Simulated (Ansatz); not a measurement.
**How KZnF3 absorbs and reflects light**

Wanted: where KZnF3 starts to absorb, how strongly, and its refractive index.

Program: Ansatz 0.2.0. Level of theory: DFT, PBE, plane-wave PAW, default files, scalar-relativistic, independent-particle optical response without local fields. Values are calculated unless marked as measured.

## (1) The starting structure

Symmetry: Pm-3m, No. 221, cubic system. Conventional cell: a = 4.050 Å, b = 4.050 Å, c = 4.050 Å, α = 90.00°, β = 90.00°, γ = 90.00°. Nearest to Zn lie 6 F at 2.02 Å. Nearest to K lie 12 F at 2.86 Å. Nearest to F lie 2 Zn at 2.02 Å and 4 K at 2.86 Å. Farther neighbours, and contacts between anions beyond the nearest, are not listed.

## (2) Ground state and bands

The self-consistent density comes first; it also tells whether there is a gap, which decides the occupations and the need for a Drude term.

This step: DFT, PBE, plane-wave PAW, default files, scalar-relativistic, ground state (Ansatz 0.2.0).

The input, input.yaml:

```yaml
crystal:
  lattice:
    - [4.05, 0.0, 0.0]
    - [0.0, 4.05, 0.0]
    - [0.0, 0.0, 4.05]
  atoms:
    - { symbol: Zn, position: [0.5, 0.5, 0.5] }
    - { symbol: K, position: [0.0, 0.0, 0.0] }
    - { symbol: F, position: [0.5, 0.0, 0.5] }
    - { symbol: F, position: [0.0, 0.5, 0.5] }
    - { symbol: F, position: [0.5, 0.5, 0.0] }
kpoints:
  mp_grid: { grid: [6, 6, 6] }
  band_path:
    path:
      - [[0.0, 0.0, 0.0], [0.0, 0.5, 0.0], [0.5, 0.5, 0.0], [0.0, 0.0, 0.0], [0.5, 0.5, 0.5], [0.0, 0.5, 0.0]]
      - [[0.5, 0.5, 0.0], [0.5, 0.5, 0.5]]
    npoints: 11
scf:
  occupations: { method: fermi_dirac, width: 0.05 }
  n_extra_bands: 9
hamiltonian:
  xc: pbe
  pseudopotentials: { kind: paw }
output:
  forces: true
  stress: true
  populations: true
  write_bands: true
  write_density: true
  write_potential: true
  elf: true
  volumetric_format: npy
```

Launch:

```console
ansatz run input.yaml --threads 2 --pin off --max-ram 5120MiB --backend cpu --events-out ev --progress --plain --runs-dir out
```

Output:

```text
scf.n_extra_bands = 9 over 21 filled bands (N_el = 42.0): the run solves 30 bands
Engine: ansatz 0.2.0, aarch64-unknown-linux-gnu
Pseudopotentials: kind: paw
Pseudopotential: Zn, paw, valence charge 12, recommended cutoff 420 eV (normal), Zn.paw.azcp
Pseudopotential: K, paw, valence charge 9, recommended cutoff 420 eV (normal), K.paw.azcp
Pseudopotential: F, paw, valence charge 7, recommended cutoff 420 eV (normal), F.paw.azcp
Functional definition: PBE
  parameter kappa = 0.804
  parameter beta = 0.066725
  exchange = pbe_x(kappa = kappa, mu = beta*pi^2/3)
  correlation = pbe_c(beta = beta)
Crystal: 5 atoms, lattice volume = 66.430 Å³
Basis set: ecut = 420 eV, 1309 PW (Γ), exchange–correlation on 60×60×60 points (8 copies of the dense FFT grid, shifted against one another)
Bands: 30, of which v1, the nominal top of the filled ones, is band 21 counted from 1 (20 counted from 0)
Symmetry: 48 space group operations
Space group: Pm-3m (ITA 221), of the structure as read, at distance tolerance 4.1e-5 Å
k-points: 20 of 216
Non-local potential: Zn, projectors of the file, l = 0: 2, l = 1: 2, l = 2: 3, l = 3: 1
Non-local potential: K, projectors of the file, l = 0: 3, l = 1: 2, l = 2: 2
Non-local potential: F, projectors of the file, l = 0: 2, l = 1: 2, l = 2: 1
PAW form: soft (Blöchl's): semilocal exchange-correlation on the pseudo side does not see the compensation charge
PAW one-centre angular grid: Zn, 590 points (default); XC on 64 Gauss nodes
PAW one-centre angular grid: K, 110 points (default); XC on 64 Gauss nodes
PAW one-centre angular grid: F, 110 points (default); XC on 64 Gauss nodes
Initial density: superposition of atomic densities (neutral atoms: chi_scale 0, normalization atom), corrected by the library's trained network
Initial wavefunctions: pseudopotential atomic-orbital guess
Functional: x = pbe(κ = 0.804, μ = 0.219515), c = pbe(β = 0.066725)
SCF iter   1: F=—  HF=-7286.257069 eV  |F-HF|=—  |Δ(HF+E_count)|=         —  Δρ=5.20e-4  dr2=6.74e-5  ethr=1.77e-3  ⟨swp⟩=5.8  Hψ=2999  notcnv=0  defer=8
preconditioner: auto → Resta (q_TF=auto, 2.528 Å⁻¹)  ε∞=3.5  [insulator: Δε(μ)=3.853 eV  Ē_g=18.575 eV  σ=0.050 eV  W_gap=1.00  n_scr=18 (ndim 8)  ℏωp=29.5 eV  f_vac=0.047  D(μ)=0.00/eV (n_scr^D=0)  ε∞_Penn≈3.5]
SCF iter   2: F=—  HF=-7286.257498 eV  |F-HF|=—  |Δ(HF+E_count)|=   4.29e-4  Δρ=3.38e-4  dr2=6.33e-5  ethr=1.60e-7  ⟨swp⟩=2.0  Hψ=1180  notcnv=0  defer=24
SCF iter   3: F=—  HF=-7286.257607 eV  |F-HF|=—  |Δ(HF+E_count)|=   1.09e-4  Δρ=2.07e-4  dr2=1.59e-5  ethr=1.51e-7  ⟨swp⟩=2.0  Hψ=943  notcnv=0  defer=24
SCF iter   4: F=—  HF=-7286.257619 eV  |F-HF|=—  |Δ(HF+E_count)|=   1.26e-5  Δρ=7.17e-5  dr2=2.26e-6  ethr=3.78e-8  ⟨swp⟩=2.1  Hψ=874  notcnv=0  defer=24
SCF iter   5: F=—  HF=-7286.257620 eV  |F-HF|=—  |Δ(HF+E_count)|=   8.18e-7  Δρ=1.75e-5  dr2=1.52e-7  ethr=5.38e-9  ⟨swp⟩=2.0  Hψ=888  notcnv=0  defer=24
SCF iter   6: F=-7286.257620 eV  HF=-7286.257620 eV  |F-HF|=1.03e-7  |Δ(HF+E_count)|=   2.44e-8  Δρ=1.40e-5  dr2=6.11e-8  ethr=2.38e-10  ⟨swp⟩=11.4  Hψ=4142  notcnv=0
SCF 1 converged in 6 iterations: F = -7286.257620 eV  dr2 = 6.11e-8
  Residual-converged pass: ⟨swp⟩=1.1  Hψ=682  notcnv=0  max |occ|·‖R‖ = 7.0e-9 eV (tolerance 1.0e-8 eV)  dr2=6.11e-8  dr2_onsite=9.94e-8  max |Δocc| = 3.0e-27
  greatest PAW one-centre occupation: 0.994 electrons in one spin orbital (limit 2), on the Zn atom at site 0 (counted from 0), in its partial waves of l = 2
NSCF: frozen V_eff on 68 k-points
SCF converged after 6 iterations
Free energy (F): -7286.257620 eV
Harris-Foulkes:  -7286.257620 eV  (|F-HF|=1.03e-7)
Internal energy: -7286.257620 eV  (E = F + TS)
E sigma→0 (E₀):  -7286.257620 eV
Fermi energy:    6.222366 eV
--- Per-component energies (eV) ---
  E_band       = -149.185129
  E_kinetic    = 1007.002649
  E_local      = -4054.984614  (includes V_loc(G=0)·N_el)
  E_nonlocal   = 857.949856
  E_hartree    = 1602.098845
  E_xc         = -511.252066
  E_vxc        = -523.237367  (∫ρ·V_xc dr)
  E_paw        = -3220.933911  (= ΣΔE_a)
  E_vpaw       = -640.108131  (= ΣTr[D̂ρ^β])
  E_aug_tail   = 0.005808  (compensation charges beyond the density's cutoff)
  E_ewald      = -2966.144187
  E_smearing   = -0.000000  (= −TS)
  E_closure    = 0.000000  (closes the sum)
  Σ components = -7286.257620   (vs F -7286.257620, Δ=0.00e0)
--- Forces (eV/Å), atoms counted from 1 ---
  atom   1  Zn     0.00000000    -0.00000000    -0.00000000
  atom   2  K      0.00000000     0.00000000     0.00000000
  atom   3  F     -0.00000000    -0.00000000    -0.00000000
  atom   4  F      0.00000000     0.00000000     0.00000000
  atom   5  F     -0.00000000    -0.00000000     0.00000000
  max |Σ_I F_I| component: 2.46e-29 eV/Å
--- Stress (GPa, compression-positive) ---
        4.553227      -0.000000      -0.000000
        0.000000       4.553227       0.000000
        0.000000       0.000000       4.553227
  P = ⅓ Tr σ = 4.5532 GPa (45.532 kbar)
--- Band table (eV; the first three rows and the last of 20) ---
  k-point 0: bands = [... 17 lower, 2.1862, 2.3939, 2.3939, 2.3939, 8.0831, 12.9605, 12.9605, 13.6840, ... 5 higher]
  k-point 1: bands = [... 17 lower, 2.2192, 2.3839, 2.4105, 2.4105, 8.6191, 13.1569, 13.1819, 13.9585, ... 5 higher]
  k-point 2: bands = [... 17 lower, 2.2303, 2.4859, 2.4859, 2.5320, 9.8896, 13.0573, 13.6495, 15.0446, ... 5 higher]
  k-point 19: bands = [... 17 lower, 2.7622, 2.7622, 4.2205, 4.2205, 12.7008, 12.7008, 12.7008, 14.5025, ... 5 higher]
--- Löwdin populations: 5 sites ---
  site symbol       q [e]
     0     Zn     10.4402
     1      K      8.1914
     2      F      7.7269
     3      F      7.7269
     4      F      7.7269
  spilling = 0.004469 (of n_electrons = 42.000000)
```

Elapsed: 2.9 s, on 2 threads of Arm Neoverse V2, shared host; peak memory 0.35 GiB.

Reading the cycles: dr2 is the Hartree energy of the density residual (eV), the measure of convergence; HF is the Harris–Foulkes estimate of the energy, which meets the free energy F at convergence.

This step gave:

* free energy: -7286.2576 eV
* Fermi energy: 6.222 eV
* gap by band count: 3.863 eV
* electrons: 42
* symmetry operations: 48
* pressure: 4.553 GPa
* gap on the k-mesh: 3.863 eV
* volume: 66.43 Å³
* gap on the path: 3.863 eV
* least direct gap on the path: 5.689 eV

There is a gap, 3.86 eV on the path, so no carriers' term is needed. The cell is left with a pressure of 4.6 GPa, as it stands unrelaxed at this level.

The electronic bands at the labelled points (eV, zero at the Fermi level; v1 is the highest filled band, c1 the lowest empty one):

| point | v4 | v3 | v2 | v1 | c1 | c2 | c3 | c4 |
| --- | --- | --- | --- | --- | --- | --- | --- | --- |
| Γ | -4.04 | -3.83 | -3.83 | -3.83 | 1.86 | 6.74 | 6.74 | 7.46 |
| 0.45 of the way | -3.99 | -3.80 | -3.79 | -3.79 | 2.81 | 6.98 | 7.12 | 8.03 |
| X | -4.00 | -3.69 | -3.69 | -3.59 | 4.62 | 6.35 | 7.68 | 9.08 |
| 0.55 of the way | -3.87 | -3.74 | -3.62 | -2.54 | 5.29 | 7.06 | 8.23 | 8.63 |
| M | -3.78 | -3.78 | -3.48 | -2.00 | 6.09 | 8.15 | 8.20 | 8.20 |
| 0.45 of the way | -3.87 | -3.81 | -3.80 | -2.88 | 4.11 | 7.44 | 7.87 | 8.50 |
| Γ | -4.04 | -3.83 | -3.83 | -3.83 | 1.86 | 6.74 | 6.74 | 7.46 |
| 0.55 of the way | -3.95 | -3.71 | -2.92 | -2.92 | 4.77 | 7.76 | 7.76 | 8.66 |
| R | -3.46 | -3.46 | -2.00 | -2.00 | 6.48 | 6.48 | 6.48 | 8.28 |
| 0.45 of the way | -3.70 | -3.59 | -2.97 | -2.42 | 5.70 | 7.07 | 7.65 | 8.85 |
| X | -4.00 | -3.69 | -3.69 | -3.59 | 4.62 | 6.35 | 7.68 | 9.08 |
| jump to M | -3.78 | -3.78 | -3.48 | -2.00 | 6.09 | 8.15 | 8.20 | 8.20 |
| 0.45 of the way | -3.70 | -3.47 | -3.10 | -2.00 | 6.22 | 7.24 | 7.24 | 8.74 |
| R | -3.46 | -3.46 | -2.00 | -2.00 | 6.48 | 6.48 | 6.48 | 8.28 |

Electrostatic potential energy in the ac plane at fractional y = 0.500, with atoms of Zn and F within 0.2 Å of it. With pseudopotentials it is smooth inside the atoms' cores, unlike the true potential.

Ten even steps from '_' (-39 eV) to '@' (11 eV), each cell a mean:
```
@@@@@@@@@@++____::**@@@@@@@@
@@@@@@@@@@%%==--++%%@@@@@@@@
@@@@@@@@@@@@%%%%@@@@@@@@@@@@
@@@@@@@@@@%%######%%@@@@@@@@
++##@@@@%%++----==**%%@@%%**
..::##%%**--....::==##@@++::
____++%%++::____..--##%%--__
__..**%%++::____..--##%%==__
==++@@@@##==::::--++%%@@%%++
@@@@@@@@%%##++++**%%@@@@@@@@
@@@@@@@@@@@@%%%%%%@@@@@@@@@@
@@@@@@@@@@@@**++##@@@@@@@@@@
@@@@@@@@@@++..__::##@@@@@@@@
@@@@@@@@@@==____..++@@@@@@@@
```
Atoms in or near the plane, at fractional coordinates: Zn at (0.50, 0.50), F at (0.00, 0.50), F at (0.50, 0.00).

Valence density in the ac plane at fractional y = 0.500, with atoms of Zn and F within 0.2 Å of it. It is the smooth field of the valence electrons, not physical close to the nuclei.

Ten steps, logarithmic in the rise over the least value, from '_' (0 e/Å³) to '@' (34 e/Å³), each cell a mean:
```
________::==**##++--..______
________..::==++==::________
__________..::::....________
....______..........______..
==--......::--==--......::--
**++--....--**##++--....==++
##**--::::++@@@@##==..::++##
##**--..::==%%@@**--..::==**
==--::....::==++--::....::==
::....____..::::....____..::
__________....::....________
________..::------..________
________..--****++--..______
________::==####**==..______
```
Atoms in or near the plane, at fractional coordinates: Zn at (0.50, 0.50), F at (0.00, 0.50), F at (0.50, 0.00).

## (3) Spectrum

The spectrum is a sum over vertical transitions between filled and empty bands at the fixed density, so many empty bands are needed.

This step: DFT, PBE, plane-wave PAW, default files, scalar-relativistic, independent-particle optical response without local fields (Ansatz 0.2.0).

input.yaml, the sections that differ from step 2:

```yaml
kpoints:
  mp_grid: { grid: [6, 6, 6] }
scf:
  occupations: { method: fixed }
output:
  optics:
    e_range: [0, 25]
    de: 0.05
    sigma: 0.2
    nscf_kmesh: { grid: [6, 6, 6] }
    bands: auto
# crystal, hamiltonian: as in step 2
```

Output:

```text
[...]
Crystal: 5 atoms, lattice volume = 66.430 Å³
Basis set: ecut = 420 eV, 1309 PW (Γ)
Bands: 26, of which v1, the nominal top of the filled ones, is band 21 counted from 1 (20 counted from 0)
Symmetry: 48 space group operations
[...]
k-points: 20 of 216
[...]
SCF iter   1: F=—  HF=-7286.257014 eV  |F-HF|=—  |Δ(HF+E_count)|=         —  Δρ=5.37e-4  dr2=1.05e-4  ethr=1.77e-3  ⟨swp⟩=4.5  Hψ=2238  notcnv=0  defer=37
[...]
SCF iter  10: F=-7286.257348 eV  HF=-7286.257348 eV  |F-HF|=1.82e-12  |Δ(HF+E_count)|=    0.00e0  Δρ=2.02e-8  dr2=2.22e-13  ethr=1.00e-12  ⟨swp⟩=7.1  Hψ=1822  notcnv=0
SCF 1 converged in 10 iterations: F = -7286.257348 eV  dr2 = 2.22e-13
[...]
NSCF: frozen V_eff on 20 k-points
output.optics: what the bands over the 95 summed would add to eps1, eps2 and the energy-loss function is held between a lower and an upper bound (5 Lanczos steps). eps1, eps2 and their loss function (loss_summed_bands) are given on every row as the summed bands alone make them. Along an axis, on a row where the two bounds hold the loss function to about 1 % of the greater of itself and 0.5 % of |1/eps|, its cell (loss_completed) is given, with the completed eps1 and eps2 that it is formed of (a cell that is left empty reads nan in the table and null in the record). The two bounds hold it so along every axis on all 501 rows up to 25.000 eV. [rest of the remark cut]
SCF converged after 10 iterations
Free energy (F): -7286.257348 eV
[...]
Internal energy: -7286.257348 eV  (E = F + TS)
E sigma→0 (E₀):  -7286.257348 eV
Fermi energy:    4.220947 eV
[...]
--- Band table (eV; the first three rows and the last of 20) ---
  k-point 0: bands = [... 17 lower, 2.1861, 2.3938, 2.3938, 2.3938, 8.0833, 12.9608, 12.9608, 13.6842, ... 1 higher]
  k-point 1: bands = [... 17 lower, 2.2191, 2.3840, 2.4104, 2.4104, 8.6192, 13.1572, 13.1822, 13.9587, ... 1 higher]
  k-point 2: bands = [... 17 lower, 2.2301, 2.4860, 2.4860, 2.5326, 9.8897, 13.0575, 13.6499, 15.0449, ... 1 higher]
  k-point 19: bands = [... 17 lower, 2.7621, 2.7621, 4.2209, 4.2209, 12.7007, 12.7007, 12.7007, 14.5028, ... 1 higher]
```

Wall time 33 s (2 threads); peak memory 0.73 GiB.

This step gave:

| Property | Result |
| --- | --- |
| electronic dielectric constant ε∞, mean of the axes | 2.467 |
| absorption onset, first axis (α over 10⁴ cm⁻¹, or the direct gap if that lies higher) | 5.689 eV |
| main peak of Im epsilon, first axis | 21.71 eV |
| least direct gap on the mesh | 5.689 eV |
| bands summed | 95 |
| spectra valid up to | 56.3737 eV |
| program's estimate of the k-sum error in Im epsilon | 0.03 % |
| electrons in the f-sum | 25.94 |

The Im ε, any direction has structure finer than the step of the table below, so its rows give means over 1 eV. Peaks (eV: height): 7.8: 1.66, 11.1: 1.92, 13.1: 2.53, 15.3: 2.09, 21.7: 5.55, 23.2: 1.61.

Im ε, any direction against photon energy; means over each step:

| photon energy (eV) | Im ε, any direction |
| --- | --- |
| 4 | 0 |
| 5 | 0.00133 |
| 6 | 0.502 |
| 7 | 1.19 |
| 8 | 1.38 |
| 9 | 1.04 |
| 10 | 0.961 |
| 11 | 1.66 |
| 12 | 0.970 |
| 13 | 1.81 |
| 14 | 1.41 |
| 15 | 1.67 |
| 16 | 1.56 |
| 17 | 1.37 |
| 18 | 0.921 |
| 19 | 1.01 |
| 20 | 2.04 |
| 21 | 2.29 |
| 22 | 3.37 |
| 23 | 1.19 |
| 24 | 1.09 |

Table of Re ε, any direction by photon energy:

| photon energy (eV) | Re ε, any direction |
| --- | --- |
| 0 | 2.47 |
| 1 | 2.48 |
| 2 | 2.51 |
| 3 | 2.58 |
| 4 | 2.69 |
| 5 | 2.92 |
| 6 | 3.49 |
| 7 | 3.13 |
| 8 | 2.21 |
| 9 | 2.08 |
| 10 | 2.42 |
| 11 | 2.48 |
| 12 | 1.85 |
| 13 | 2.62 |
| 14 | 1.51 |
| 15 | 2.22 |
| 16 | 1.44 |
| 17 | 1.21 |
| 18 | 1.51 |
| 19 | 2.00 |
| 20 | 1.97 |
| 21 | 2.36 |
| 22 | -2.03 |
| 23 | 0.422 |
| 24 | -0.239 |
| 25 | 0.182 |

The refractive index n and extinction k by photon energy:

| photon energy (eV) | n | k |
| --- | --- | --- |
| 0.0 | 1.57 | 0 |
| 0.5 | 1.57 | 0 |
| 1.0 | 1.57 | 0 |
| 1.5 | 1.58 | 0 |
| 2.0 | 1.58 | 0 |
| 2.5 | 1.59 | 0 |
| 3.0 | 1.61 | 0 |
| 3.5 | 1.62 | 0 |
| 4.0 | 1.64 | 0 |
| 4.5 | 1.67 | 0 |
| 5.0 | 1.71 | 0 |
| 5.5 | 1.79 | 0.00577 |
| 6.0 | 1.87 | 0.146 |
| 6.5 | 1.84 | 0.253 |
| 7.0 | 1.80 | 0.332 |
| 7.5 | 1.76 | 0.407 |
| 8.0 | 1.56 | 0.468 |
| 8.5 | 1.62 | 0.392 |
| 9.0 | 1.48 | 0.316 |
| 9.5 | 1.60 | 0.280 |
| 10.0 | 1.58 | 0.275 |
| 10.5 | 1.72 | 0.337 |
| 11.0 | 1.67 | 0.562 |
| 11.5 | 1.43 | 0.532 |
| 12.0 | 1.39 | 0.285 |
| 12.5 | 1.67 | 0.280 |
| 13.0 | 1.76 | 0.692 |
| 13.5 | 1.43 | 0.567 |
| 14.0 | 1.33 | 0.520 |
| 14.5 | 1.45 | 0.408 |
| 15.0 | 1.58 | 0.536 |
| 15.5 | 1.35 | 0.690 |
| 16.0 | 1.33 | 0.563 |
| 16.5 | 1.30 | 0.573 |
| 17.0 | 1.25 | 0.580 |
| 17.5 | 1.15 | 0.449 |
| 18.0 | 1.27 | 0.331 |
| 18.5 | 1.33 | 0.368 |
| 19.0 | 1.45 | 0.307 |
| 19.5 | 1.66 | 0.479 |
| 20.0 | 1.57 | 0.691 |
| 20.5 | 1.40 | 0.694 |
| 21.0 | 1.65 | 0.606 |
| 21.5 | 1.95 | 1.08 |
| 22.0 | 1.00 | 1.74 |
| 22.5 | 0.477 | 1.02 |
| 23.0 | 0.928 | 0.662 |
| 23.5 | 0.785 | 0.838 |
| 24.0 | 0.692 | 0.848 |
| 24.5 | 0.578 | 0.605 |
| 25.0 | 0.706 | 0.563 |

Values under 1 per cm are given as 1. The absorption coefficient, any direction by photon energy:

| photon energy (eV) | absorption coefficient, any direction (1/cm) |
| --- | --- |
| 0.00 | 1 |
| 1.00 | 1 |
| 2.00 | 1 |
| 3.00 | 1 |
| 4.00 | 1 |
| 5.00 | 1 |
| 6.00 | 88670 |
| 7.00 | 2.4e5 |
| 8.00 | 3.8e5 |
| 9.00 | 2.9e5 |
| 10.00 | 2.8e5 |
| 11.00 | 6.3e5 |
| 12.00 | 3.5e5 |
| 13.00 | 9.1e5 |
| 14.00 | 7.4e5 |
| 15.00 | 8.1e5 |
| 16.00 | 9.1e5 |
| 17.00 | 1.0e6 |
| 18.00 | 6.0e5 |
| 19.00 | 5.9e5 |
| 20.00 | 1.4e6 |
| 21.00 | 1.3e6 |
| 22.00 | 3.9e6 |
| 23.00 | 1.5e6 |
| 24.00 | 2.1e6 |
| 25.00 | 1.4e6 |

Reflectivity at normal incidence, any direction against photon energy; read off at these points:

photon energy (eV), reflectivity at normal incidence, any direction (%) and a bar:
```
     0.00        4.9 #
     0.50        4.9 #
     1.00        5.0 #
     1.50        5.0 #
     2.00        5.1 #
     2.50        5.2 #
     3.00        5.4 #
     3.50        5.6 #
     4.00        5.9 ##
     4.50        6.3 ##
     5.00        6.9 ##
     5.50        8.1 ###
     6.00        9.5 ####
     6.50        9.5 ####
     7.00        9.4 ####
     7.50        9.5 ####
     8.00        7.8 ###
     8.50        7.7 ###
     9.00        5.3 #
     9.50        6.4 ##
    10.00        6.1 ##
    10.50        8.4 ###
    11.00       10.3 #####
    11.50        7.5 ###
    12.00        4.0 
    12.50        7.4 ###
    13.00       13.1 ######
    13.50        8.1 ###
    14.00        6.7 ##
    14.50        5.9 ##
    15.00        9.0 ####
    15.30       11.0 #####
    15.50       10.0 ####
    16.00        7.4 ###
    16.50        7.4 ###
    17.00        7.4 ###
    17.50        4.7 #
    18.00        3.5 
    18.50        4.4 #
    19.00        4.8 #
    19.50        9.1 ####
    20.00       11.3 #####
    20.50       10.3 #####
    21.00       10.7 #####
    21.50       21.0 ############
    22.00       43.0 ###########################
    22.25       48.1 ##############################
    22.50       40.9 #########################
    23.00       10.7 #####
    23.50       19.2 ###########
    24.00       22.7 #############
    24.20       24.7 ##############
    24.50       19.0 ##########
    25.00       12.5 ######
```

From ε follow the optical constants at some laser lines:

| wavelength (nm) | n | k | R (%) | 1/α |
| --- | --- | --- | --- | --- |
| 1550 | 1.57 | 0.000 | 5.0 | over 1 mm |
| 633 | 1.58 | 0.000 | 5.1 | over 1 mm |
| 532 | 1.59 | 0.000 | 5.2 | over 1 mm |
| 405 | 1.61 | 0.000 | 5.4 | over 1 mm |
| 365 | 1.62 | 0.000 | 5.6 | over 1 mm |
| 308 | 1.64 | 0.000 | 5.9 | over 1 mm |
| 193 | 1.85 | 0.239 | 9.5 | 64 nm |

Rows near the edge hang on the gap, which this functional as a rule makes too small, and phonon-assisted absorption over an indirect gap is left out.

A film 1 µm thick would pass 90 % of daylight and look colourless in transmission (x = 0.313, y = 0.329).

The f-sum over the summed bands holds 25.9 of the cell's 42 electrons outside the frozen cores, 14 of which lie in bands more than 12 eV below the Fermi level, whose transitions come at higher energies. Up to 25 eV the strength has a mean oscillator energy of 15.1 eV, and these transitions give 86 % of ε∞ − 1 along x; the rest comes from higher ones.

(Continued in part 2 of 2.)

[Long decimals in the printed logs are rounded to 6 places.]

[Logs are printed without paths, hosts, clocks, repeated set-up lines and the standing remarks that a program may print on its own settings, such as how far it seeks lower states.]

[Hosts, paths, dates, database ids (printed as entryN), source tags and the programs' standing remarks are cut or masked in the printed files.]

[Where the starting crystal was built by hand or by swapping elements, it need not be the compound's stable phase.]

[The count of steps not shown may lack steps that the program refused or didn't finish.]
